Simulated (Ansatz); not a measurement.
## Ge wire along [110], 12 atoms a period, H-terminated: bands under strain

Wanted: the relaxed geometry and the bands of the Ge wire along [110], 12 atoms a period, H-terminated.

Calculated with Ansatz 0.2.0; DFT PBE, plane waves, PAW; relaxation of a wire's period, in the first sound run; inputs show where later runs differ.

## 1. The structure

The cell holds 24 atoms: 12 Ge and 12 H. Its edges and angles: a = 14.361 Å, b = 17.493 Å, c = 4.073 Å, α = 90.0°, β = 90.0°, γ = 90.0°. Vacuum lies along a and b. The structure's axis is c.

## 2. Relaxing the period

Band widths follow the bond lengths, so the wire is relaxed first. The atoms and the third cell vector are free; the box across stays fixed as vacuum. A Fermi-Dirac smearing is set since the result may be a metal. The pressure printed is a third of the stress's trace over the whole box, vacuum included; only the stress along the axis is relaxed.

Contents of input.yaml:

```yaml
crystal:
  lattice:
    - [14.361, 0.0, 0.0]
    - [0.0, 17.493, 0.0]
    - [0.0, 0.0, 4.0729350596]
  atoms:
    - { symbol: Ge, position: [0.399740019, 0.383593563, 0.0] }
    - { symbol: H, position: [0.437295453, 0.805655945, 0.0] }
    - { symbol: Ge, position: [0.500011588, 0.267177423, 0.0] }
    - { symbol: Ge, position: [0.500011588, 0.500009703, 0.0] }
    - { symbol: H, position: [0.763270861, 0.383593563, 0.187268604] }
    - { symbol: H, position: [0.763270861, 0.616425842, 0.187268604] }
    - { symbol: H, position: [0.236752315, 0.310779599, 0.5] }
    - { symbol: H, position: [0.236752315, 0.456407527, 0.5] }
    - { symbol: H, position: [0.236752315, 0.689239806, 0.5] }
    - { symbol: H, position: [0.236752315, 0.543611878, 0.5] }
    - { symbol: Ge, position: [0.299468451, 0.383593563, 0.5] }
    - { symbol: Ge, position: [0.299468451, 0.616425842, 0.5] }
    - { symbol: Ge, position: [0.600283157, 0.267177423, 0.5] }
    - { symbol: Ge, position: [0.600283157, 0.732841982, 0.5] }
    - { symbol: Ge, position: [0.600283157, 0.500009703, 0.5] }
    - { symbol: H, position: [0.662999293, 0.19436346, 0.5] }
    - { symbol: H, position: [0.662999293, 0.805655945, 0.5] }
    - { symbol: Ge, position: [0.700554726, 0.383593563, 0.5] }
    - { symbol: Ge, position: [0.700554726, 0.616425842, 0.5] }
    - { symbol: H, position: [0.763270861, 0.383593563, 0.812731396] }
    - { symbol: H, position: [0.763270861, 0.616425842, 0.812731396] }
    - { symbol: Ge, position: [0.399740019, 0.616425842, 0.0] }
    - { symbol: H, position: [0.437295453, 0.19436346, 0.0] }
    - { symbol: Ge, position: [0.500011588, 0.732841982, 0.0] }
kpoints:
  mp_grid: { grid: [1, 1, 20] }
scf:
  occupations: { method: fermi_dirac, width: 0.05 }
hamiltonian:
  xc: pbe
relax:
  cell: { fix: [a, b, alpha, beta, gamma] }
  max_steps: 45
  f_tol: 0.03
```

The run is started by

```bash
ansatz run input.yaml --threads 4 --pin off --max-ram 16384MiB --backend cpu --events-out ev --progress --plain --runs-dir out
```

Numbers of over 12 decimals in the logs are rounded to 6 here.

The program printed:

```text
Engine: ansatz 0.2.0, aarch64-unknown-linux-gnu
Pseudopotentials: kind: paw
Pseudopotential: Ge, paw, valence charge 14, recommended cutoff 420 eV (normal), Ge.paw.azcp
Pseudopotential: H, paw, valence charge 1, recommended cutoff 420 eV (normal), H.paw.azcp
Functional definition: PBE
  parameter kappa = 0.804
  parameter beta = 0.066725
  exchange = pbe_x(kappa = kappa, mu = beta*pi^2/3)
  correlation = pbe_c(beta = beta)
Crystal: 24 atoms, lattice volume = 1023.190 Å³
Basis set: ecut = 420 eV, 19945 PW (Γ), exchange–correlation on 192×240×60 points (8 copies of the dense FFT grid, shifted against one another)
Bands: 114, of which v1, the nominal top of the filled ones, is band 90 counted from 1 (89 counted from 0)
Symmetry: 4 space group operations
Space group: Pmm2 (ITA 25), of the structure as read, at distance tolerance 1.0e-4 Å
k-points: 11 of 20
Non-local potential: Ge, projectors of the file, l = 0: 2, l = 1: 2, l = 2: 3, l = 3: 1
Non-local potential: H, projectors of the file, l = 0: 2, l = 1: 1
PAW form: soft (Blöchl's): semilocal exchange-correlation on the pseudo side does not see the compensation charge
PAW one-centre angular grid: Ge, 590 points (default); XC on 64 Gauss nodes
PAW one-centre angular grid: H, 110 points (default); XC on 64 Gauss nodes
Initial density: superposition of atomic densities (neutral atoms: chi_scale 0, normalization atom), corrected by the library's trained network
Initial wavefunctions: pseudopotential atomic-orbital guess
Functional: x = pbe(κ = 0.804, μ = 0.219515), c = pbe(β = 0.066725)
SCF iter   1: F=—  HF=-51727.062117 eV  |F-HF|=—  |Δ(HF+E_count)|=         —  Δρ=1.32e-3  dr2=4.27e-2  ethr=1.77e-3  ⟨swp⟩=6.5  Hψ=5120  notcnv=0  defer=13
preconditioner: auto → Resta (q_TF=auto, 2.042 Å⁻¹)  ε∞=1.5  [insulator: Δε(μ)=1.725 eV  Ē_g=21.657 eV  σ=0.050 eV  W_gap=1.00  n_scr=148 (ndim 8)  ℏωp=15.6 eV  f_vac=0.611  D(μ)=0.00/eV (n_scr^D=0)  ε∞_Penn≈1.5  vacuum switching on, ρ_ref=3.4e-2 e/Å³]
SCF iter   2: F=—  HF=-51727.065515 eV  |F-HF|=—  |Δ(HF+E_count)|=   3.40e-3  Δρ=7.15e-4  dr2=1.73e-2  ethr=2.37e-5  ⟨swp⟩=2.6  Hψ=2541  notcnv=0  defer=179
SCF iter   3: F=—  HF=-51727.064958 eV  |F-HF|=—  |Δ(HF+E_count)|=   5.57e-4  Δρ=3.98e-4  dr2=3.28e-3  ethr=9.59e-6  ⟨swp⟩=2.0  Hψ=1354  notcnv=0  defer=179
SCF iter   4: F=—  HF=-51727.066347 eV  |F-HF|=—  |Δ(HF+E_count)|=   1.39e-3  Δρ=1.80e-4  dr2=6.51e-4  ethr=1.82e-6  ⟨swp⟩=2.6  Hψ=1922  notcnv=0  defer=179
SCF iter   5: F=—  HF=-51727.066519 eV  |F-HF|=—  |Δ(HF+E_count)|=   1.73e-4  Δρ=7.88e-5  dr2=5.18e-5  ethr=3.62e-7  ⟨swp⟩=2.6  Hψ=2064  notcnv=0  defer=179
SCF iter   6: F=—  HF=-51727.066839 eV  |F-HF|=—  |Δ(HF+E_count)|=   3.20e-4  Δρ=3.15e-5  dr2=4.76e-5  ethr=2.88e-8  ⟨swp⟩=2.0  Hψ=2244  notcnv=0  defer=180
SCF iter   7: F=—  HF=-51727.066830 eV  |F-HF|=—  |Δ(HF+E_count)|=   9.51e-6  Δρ=1.01e-5  dr2=8.86e-7  ethr=2.64e-8  ⟨swp⟩=2.0  Hψ=1272  notcnv=0  defer=180
SCF iter   8: F=—  HF=-51727.066830 eV  |F-HF|=—  |Δ(HF+E_count)|=   5.11e-7  Δρ=4.42e-6  dr2=1.02e-6  ethr=4.92e-10  ⟨swp⟩=2.0  Hψ=2064  notcnv=0  defer=180
SCF iter   9: F=-51727.066830 eV  HF=-51727.066830 eV  |F-HF|=3.56e-8  |Δ(HF+E_count)|=   7.51e-8  Δρ=2.24e-6  dr2=5.72e-8  ethr=5.56e-11  ⟨swp⟩=3.0  Hψ=3888  notcnv=0
SCF 1 converged in 9 iterations: F = -51727.066830 eV  dr2 = 5.72e-8
  greatest PAW one-centre occupation: 0.998 electrons in one spin orbital (limit 2), on the Ge atom at site 18 (counted from 0), in its partial waves of l = 2
relax step   1: F+E_penalty+E_count = -51727.06683021 eV  Δ(F+E_penalty+E_count) = +0.000e0 eV  max|allowed force component| = 4.029e-1 eV/Å  Δτ_max = 0.0000 Å  P = -0.278 GPa  Ω = 1023.190 Å³  fix = [a, b, alpha, beta, gamma]  reactions: a -0.658, b -0.319 GPa  (9 SCF iters, dr2 threshold 1.00e-7 eV, accepted)
Crystal: 24 atoms, lattice volume = 1039.245 Å³
Basis set: ecut = 420 eV, 20217 PW (Γ), exchange–correlation on 192×240×60 points (8 copies of the dense FFT grid, shifted against one another)
Initial density: handed on by an earlier stage of this run
Initial wavefunctions: those handed on with the density
iter 1 solved again at ethr=1.74e-4 eV; its pass at ethr=3.10e-3 eV (dr2=3.13e-1 eV) is discarded
SCF iter   1: F=—  HF=-51727.338329 eV  |F-HF|=—  |Δ(HF+E_count)|=         —  Δρ=7.22e-3  dr2=3.17e-1  ethr=1.74e-4  ⟨swp⟩=4.5  Hψ=5662  notcnv=0
preconditioner: auto → Resta (q_TF=auto, 2.037 Å⁻¹)  ε∞=1.5  [insulator: Δε(μ)=1.735 eV  Ē_g=21.762 eV  σ=0.050 eV  W_gap=1.00  n_scr=148 (ndim 8)  ℏωp=15.5 eV  f_vac=0.615  D(μ)=0.00/eV (n_scr^D=0)  ε∞_Penn≈1.5  vacuum switching on, ρ_ref=3.4e-2 e/Å³]
SCF iter   2: F=—  HF=-51727.293165 eV  |F-HF|=—  |Δ(HF+E_count)|=   4.52e-2  Δρ=3.43e-3  dr2=6.92e-2  ethr=1.74e-4  ⟨swp⟩=3.4  Hψ=1952  notcnv=0  defer=20
SCF iter   3: F=—  HF=-51727.297909 eV  |F-HF|=—  |Δ(HF+E_count)|=   4.74e-3  Δρ=1.05e-3  dr2=5.59e-2  ethr=3.84e-5  ⟨swp⟩=4.1  Hψ=2052  notcnv=0  defer=20
SCF iter   4: F=—  HF=-51727.286938 eV  |F-HF|=—  |Δ(HF+E_count)|=   1.10e-2  Δρ=2.50e-4  dr2=1.39e-3  ethr=3.11e-5  ⟨swp⟩=2.9  Hψ=1686  notcnv=0  defer=141
SCF iter   5: F=—  HF=-51727.287093 eV  |F-HF|=—  |Δ(HF+E_count)|=   1.55e-4  Δρ=9.54e-5  dr2=9.34e-5  ethr=7.72e-7  ⟨swp⟩=2.0  Hψ=1337  notcnv=0  defer=141
SCF iter   6: F=—  HF=-51727.287131 eV  |F-HF|=—  |Δ(HF+E_count)|=   3.76e-5  Δρ=2.63e-5  dr2=1.20e-5  ethr=5.19e-8  ⟨swp⟩=3.0  Hψ=2057  notcnv=0  defer=141
SCF iter   7: F=-51727.287133 eV  HF=-51727.287133 eV  |F-HF|=2.86e-7  |Δ(HF+E_count)|=   2.01e-6  Δρ=9.11e-6  dr2=1.32e-6  ethr=1.33e-9  ⟨swp⟩=4.7  Hψ=4194  notcnv=0
SCF 2 converged in 7 iterations: F = -51727.287133 eV  dr2 = 1.32e-6
relax step   2: F+E_penalty+E_count = -51727.28713271 eV  Δ(F+E_penalty+E_count) = -2.203e-1 eV  max|allowed force component| = 1.995e-1 eV/Å  Δτ_max = 0.1948 Å  P = -0.087 GPa  Ω = 1039.245 Å³  energy of the carried Pulay correction = -2.972e-3 eV  fix = [a, b, alpha, beta, gamma]  reactions: a -0.162, b -0.079 GPa  (7 SCF iters, dr2 threshold 2.40e-6 eV, accepted)
Crystal: 24 atoms, lattice volume = 1038.956 Å³
Basis set: ecut = 420 eV, 20209 PW (Γ), exchange–correlation on 192×240×60 points (8 copies of the dense FFT grid, shifted against one another)
iter 1 solved again at ethr=1.32e-5 eV; its pass at ethr=3.10e-3 eV (dr2=2.38e-2 eV) is discarded
SCF iter   1: F=—  HF=-51727.321139 eV  |F-HF|=—  |Δ(HF+E_count)|=         —  Δρ=1.90e-3  dr2=2.62e-2  ethr=1.32e-5  ⟨swp⟩=3.4  Hψ=4696  notcnv=0
[...]
relax step   7: F+E_penalty+E_count = -51727.35585150 eV  Δ(F+E_penalty+E_count) = -6.002e-5 eV  max|allowed force component| = 3.308e-2 eV/Å  Δτ_max = 0.0165 Å  P = +0.004 GPa  Ω = 1038.968 Å³  energy of the carried Pulay correction = -2.921e-3 eV  fix = [a, b, alpha, beta, gamma]  reactions: a -0.002, b +0.015 GPa  (7 SCF iters, dr2 threshold 1.35e-7 eV, accepted)
[...]
relax step   8: F+E_penalty+E_count = -51727.35640092 eV  Δ(F+E_penalty+E_count) = -5.494e-4 eV  max|allowed force component| = 6.846e-3 eV/Å  Δτ_max = 0.0080 Å  P = -0.002 GPa  Ω = 1038.962 Å³  energy of the carried Pulay correction = -2.920e-3 eV  fix = [a, b, alpha, beta, gamma]  reactions: a -0.003, b -0.000 GPa  (6 SCF iters, dr2 threshold 6.84e-8 eV, accepted)
Initial wavefunctions: pseudopotential atomic-orbital guess (no wavefunctions were taken with the density)
iter 1 solved again at ethr=3.97e-7 eV; its pass at ethr=3.10e-3 eV (dr2=7.15e-4 eV) is discarded
SCF iter   1: F=—  HF=-51727.288589 eV  |F-HF|=—  |Δ(HF+E_count)|=         —  Δρ=3.89e-4  dr2=5.07e-5  ethr=3.97e-7  ⟨swp⟩=3.3  Hψ=8098  notcnv=0
preconditioner: auto → Resta (q_TF=auto, 2.037 Å⁻¹)  ε∞=1.5  [insulator: Δε(μ)=1.817 eV  Ē_g=21.734 eV  σ=0.050 eV  W_gap=1.00  n_scr=148 (ndim 8)  ℏωp=15.5 eV  f_vac=0.611  D(μ)=0.00/eV (n_scr^D=0)  ε∞_Penn≈1.5  vacuum switching on, ρ_ref=3.4e-2 e/Å³]
SCF iter   2: F=—  HF=-51727.334541 eV  |F-HF|=—  |Δ(HF+E_count)|=   4.60e-2  Δρ=1.95e-4  dr2=2.34e-5  ethr=2.82e-8  ⟨swp⟩=3.0  Hψ=2064  notcnv=0
SCF iter   3: F=—  HF=-51727.351427 eV  |F-HF|=—  |Δ(HF+E_count)|=   1.69e-2  Δρ=9.59e-5  dr2=8.50e-6  ethr=1.30e-8  ⟨swp⟩=2.9  Hψ=1936  notcnv=0
SCF iter   4: F=—  HF=-51727.358210 eV  |F-HF|=—  |Δ(HF+E_count)|=   6.78e-3  Δρ=3.21e-5  dr2=1.06e-6  ethr=4.72e-9  ⟨swp⟩=2.7  Hψ=1873  notcnv=0
SCF iter   5: F=—  HF=-51727.359449 eV  |F-HF|=—  |Δ(HF+E_count)|=   1.24e-3  Δρ=7.23e-6  dr2=3.38e-7  ethr=5.88e-10  ⟨swp⟩=3.3  Hψ=2144  notcnv=0
SCF iter   6: F=—  HF=-51727.359531 eV  |F-HF|=—  |Δ(HF+E_count)|=   8.26e-5  Δρ=1.82e-6  dr2=2.64e-8  ethr=1.88e-10  ⟨swp⟩=2.0  Hψ=1500  notcnv=0
SCF iter   7: F=—  HF=-51727.359537 eV  |F-HF|=—  |Δ(HF+E_count)|=   6.02e-6  Δρ=5.07e-7  dr2=4.21e-9  ethr=1.47e-11  ⟨swp⟩=3.7  Hψ=2595  notcnv=0
SCF iter   8: F=-51727.359538 eV  HF=-51727.359538 eV  |F-HF|=4.45e-9  |Δ(HF+E_count)|=   8.22e-7  Δρ=1.07e-7  dr2=1.90e-10  ethr=1.00e-12  ⟨swp⟩=3.1  Hψ=4828  notcnv=0
SCF 9 converged in 8 iterations: F = -51727.359538 eV  dr2 = 1.90e-10
relax step   9: F+E_penalty+E_count = -51727.35953805 eV  Δ(F+E_penalty+E_count) = -3.137e-3 eV  max|allowed force component| = 6.638e-3 eV/Å  Δτ_max = 0.0000 Å  P = +0.000 GPa  Ω = 1038.962 Å³  fix = [a, b, alpha, beta, gamma]  reactions: a -0.001, b +0.000 GPa  stress off target by 1.78e-3 GPa on what of the cell is left free  SCF on the basis re-selected at this cell (its energy is not comparable with the rows above)  (8 SCF iters)
basis re-selected at this cell: Δ(F+E_penalty+E_count) = -3.137e-3 eV, ΔP = +0.002 GPa vs the last step (what re-selecting the basis moved, of the pressure what is left beyond the Pulay correction that the steps carried, after the strain that the cell walked since its last selection, with what the two solves' SCF thresholds leave and, on support functions, any second-order correction that the steps lacked; it is no m [...]
SCF converged after 8 iterations
Free energy (F): -51727.359538 eV
Harris-Foulkes:  -51727.359538 eV  (|F-HF|=4.45e-9)
Internal energy: -51727.359538 eV  (E = F + TS)
E sigma→0 (E₀):  -51727.359538 eV
Fermi energy:    -0.707808 eV
--- Per-component energies (eV) ---
  E_band       = -3399.285580
  E_kinetic    = 1488.773232
  E_local      = -93813.586741  (includes V_loc(G=0)·N_el)
  E_nonlocal   = 5048.881488
  E_hartree    = 44280.204291
  E_xc         = -1006.570227
  E_vxc        = -903.589729  (∫ρ·V_xc dr)
  E_paw        = -24254.080227  (= ΣΔE_a)
  E_vpaw       = -3780.160127  (= ΣTr[D̂ρ^β])
  E_aug_tail   = -0.011630  (compensation charges beyond the density's cutoff)
  E_ewald      = 16529.030276
  E_smearing   = -0.000000  (= −TS)
  E_closure    = -0.000000  (closes the sum)
  Σ components = -51727.359538   (vs F -51727.359538, Δ=0.00e0)
--- Forces (eV/Å), atoms counted from 1 ---
  atom   1  Ge     0.00178770    -0.00117800    -0.00000000
  atom   2  H     -0.00044069    -0.00257664    -0.00000000
  atom   3  Ge    -0.00055987    -0.00219937    -0.00000000
  atom   4  Ge    -0.00040397    -0.00000000    -0.00000000
  atom   5  H     -0.00004422    -0.00072800     0.00110495
  atom   6  H     -0.00004422     0.00072800     0.00110495
  atom   7  H     -0.00218062    -0.00277737    -0.00000000
  atom   8  H     -0.00356942     0.00151366     0.00000000
  atom   9  H     -0.00218062     0.00277737     0.00000000
  atom  10  H     -0.00356942    -0.00151366    -0.00000000
  atom  11  Ge     0.00663808    -0.00016998    -0.00000000
  atom  12  Ge     0.00663808     0.00016998     0.00000000
  atom  13  Ge    -0.00064493     0.00313251     0.00000000
  atom  14  Ge    -0.00064493    -0.00313251    -0.00000000
  atom  15  Ge    -0.00101653     0.00000000    -0.00000000
  atom  16  H      0.00034098    -0.00043993    -0.00000000
  atom  17  H      0.00034098     0.00043993     0.00000000
  atom  18  Ge    -0.00057120     0.00168955     0.00000000
  atom  19  Ge    -0.00057120    -0.00168955    -0.00000000
  atom  20  H     -0.00004422    -0.00072800    -0.00110495
  atom  21  H     -0.00004422     0.00072800    -0.00110495
  atom  22  Ge     0.00178770     0.00117800     0.00000000
  atom  23  H     -0.00044069     0.00257664     0.00000000
  atom  24  Ge    -0.00055987     0.00219937     0.00000000
  max |Σ_I F_I| component: 2.68e-6 eV/Å
--- Stress (GPa, compression-positive) ---
       -0.001218      -0.000000       0.000000
       -0.000000       0.000387       0.000000
        0.000000       0.000000       0.001778
  P = ⅓ Tr σ = 0.0003 GPa (0.003 kbar)
--- Relaxed structure (8 steps of the walk, 8 accepted, 1 SCFs on fresh bases) ---
  F+E_penalty+E_count = -51727.35953805 eV   max|allowed force component| = 6.638e-3 eV/Å   (the final SCF, on the basis selected at the relaxed cell)
  cell:  # Å, volume = 1038.9617 Å³
    - [14.361, 0.0, 0.0]
    - [0.0, 17.493, 0.0]
    - [0.0, 0.0, 4.135714]
  atoms:
    - { symbol: Ge, position: [0.399175, 0.381697, -1.4197161265707102e-19] }
    - { symbol: H, position: [0.441701, 0.802868, -1.4197161265707102e-19] }
    - { symbol: Ge, position: [0.504136, 0.269834, -1.4197161265707102e-19] }
    - { symbol: Ge, position: [0.494604, 0.500000, -1.4197161265707102e-19] }
    - { symbol: H, position: [0.758824, 0.388299, 0.203921] }
    - { symbol: H, position: [0.758824, 0.611701, 0.203921] }
    - { symbol: H, position: [0.257423, 0.291394, 0.5] }
    - { symbol: H, position: [0.225460, 0.431482, 0.5] }
    - { symbol: H, position: [0.257423, 0.708606, 0.5] }
    - { symbol: H, position: [0.225460, 0.568518, 0.5] }
    - { symbol: Ge, position: [0.304396, 0.371210, 0.5] }
    - { symbol: Ge, position: [0.304396, 0.628790, 0.5] }
    - { symbol: Ge, position: [0.599234, 0.269588, 0.5] }
    - { symbol: Ge, position: [0.599234, 0.730412, 0.5] }
    - { symbol: Ge, position: [0.593256, 0.500000, 0.5] }
    - { symbol: H, position: [0.663537, 0.198039, 0.5] }
    - { symbol: H, position: [0.663537, 0.801961, 0.5] }
    - { symbol: Ge, position: [0.693906, 0.385928, 0.5] }
    - { symbol: Ge, position: [0.693906, 0.614072, 0.5] }
    - { symbol: H, position: [0.758824, 0.388299, 0.796079] }
    - { symbol: H, position: [0.758824, 0.611701, 0.796079] }
    - { symbol: Ge, position: [0.399175, 0.618303, -1.4197161265707102e-19] }
    - { symbol: H, position: [0.441701, 0.197132, -1.4197161265707102e-19] }
    - { symbol: Ge, position: [0.504136, 0.730166, -1.4197161265707102e-19] }
```

The job ended after 4.6 min (4 threads of Arm Neoverse V1, shared host; peak memory 2.7 GiB).

The steps of the relaxation:

```csv
step,energy less that of the first step (eV),largest force component (eV/Å),pressure (GPa),volume (Å³)
1,0.0000,0.4029,-0.28,1023.19
2,-0.2203,0.1995,-0.09,1039.25
3,-0.2495,0.0862,-0.04,1038.96
4,-0.2752,0.1029,0.00,1038.83
5,-0.2866,0.0239,0.00,1038.92
6,-0.2890,0.0465,-0.02,1038.97
7,-0.2890,0.0331,0.00,1038.97
8,-0.2896,0.0068,0.00,1038.96
9*,-0.2927,0.0066,0.00,1038.96
```

Relaxation steps marked * repeat the geometry before them on a plane-wave basis chosen anew for their cell, so energy and pressure can jump there.

Forces are held to the 4 operations that the run works with; a distortion that breaks them can't arise in this run.

```csv
cell as run,before,after,change
c (Å),4.073,4.136,+1.5 %
```

The atoms that moved most (Å, along periodic axes as changes of fractional coordinates times the final cell, across vacuum about the mean position):

```csv
atom,dx,dy,dz,length
H10,-0.162,0.436,0.000,0.465
H8,-0.162,-0.436,0.000,0.465
H9,0.297,0.339,0.000,0.451
H7,0.297,-0.339,0.000,0.451
Ge12,0.071,0.216,0.000,0.228
Ge11,0.071,-0.216,0.000,0.228
H5,-0.064,0.082,0.069,0.125
H20,-0.064,0.082,-0.069,0.125
```

This step gave:

* cell length along the wire: 4.136 Å

The cell's length comes to 4.136 Å with spin left out.

(Continued in part 2 of 3.)

[Logs are printed without paths, hosts, clocks, repeated set-up lines and the standing remarks that a program may print on its own settings, such as how far it seeks lower states.]

[Hosts, paths, dates, database ids (printed as entryN), source tags and the programs' standing remarks are cut or masked in the printed files.]
